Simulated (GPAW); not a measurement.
**SiC (F-43m): ε∞ against the local-field cutoff**

The size of the dielectric matrix of SiC (F-43m) is raised step by step, on the same bands.

It takes space group F-43m (No. 216, cubic). The conventional cell has a = 4.358 Å, b = 4.358 Å, c = 4.358 Å, α = 90.00°, β = 90.00°, γ = 90.00°. Si on site a has 4 C at 1.89 Å as nearest neighbours. Around C on site c lie 4 Si at 1.89 Å.

Method: GPAW 26.7.0, PBE, RPA, k-mesh 14×14×14, Lorentzian half width 0.15 eV.

Launch of the response step: `OMP_NUM_THREADS=1 python df.py`. The series took 61 s in all, its band step included, on 1 thread of Arm Neoverse N1, on a shared host.

```tsv
cutoff (eV)	time of the step (s)	ε∞
40	6	6.7254
60	6	6.7254
100	7	6.5135
150	8	?
```

The number of plane waves grows as cutoff^(3/2); a common extrapolation takes the result as linear in its inverse.

Working, on the rows shown:

| x = cutoff^(−3/2) (eV^−3/2) | y = ε∞ |
| --- | --- |
| 0.00395285 | 6.7254 |
| 0.00215166 | 6.7254 |
| 0.001 | 6.5135 |

Means: x̄ = 0.0023682, ȳ = 6.6548. Σ(x − x̄)(y − ȳ) = 0.0002899, Σ(x − x̄)² = 4.430e-06. Slope = 0.0002899 / 4.430e-06 = 65.44; intercept = ȳ − slope · x̄ = 6.4998. The line misses the rows shown by at most 0.085.

Question: Predict the last column of the withheld row from the fit.

Answer: At x = 0.00054433 the line gives y = 6.5354. The run gave 6.5109, so the extrapolation is off by 0.025, 11 % of the range in the table. The law describes these rows poorly: it misses even the rows shown by over a tenth of the range.

Refitted with all rows, the slope is 70.29 and the intercept 6.4844. The line reaches 6.484 at infinite cutoff, 0.4 % from the last run, while the last two runs differ by 0.04 %. ε∞ moves in steps as shells of reciprocal vectors enter, so the limit is good only to about the larger of these. Excitons are left out; PBE gaps are as a rule too small. The values come from a sum over the points of one k-mesh and carry its error, which grows as the direct gap shrinks. The local-field cutoff holds few shells of reciprocal vectors for this small cell, so ε∞ can read a few per cent high.

[Logs are printed without paths, hosts, clocks, repeated set-up lines and the standing remarks that a program may print on its own settings, such as how far it seeks lower states.]
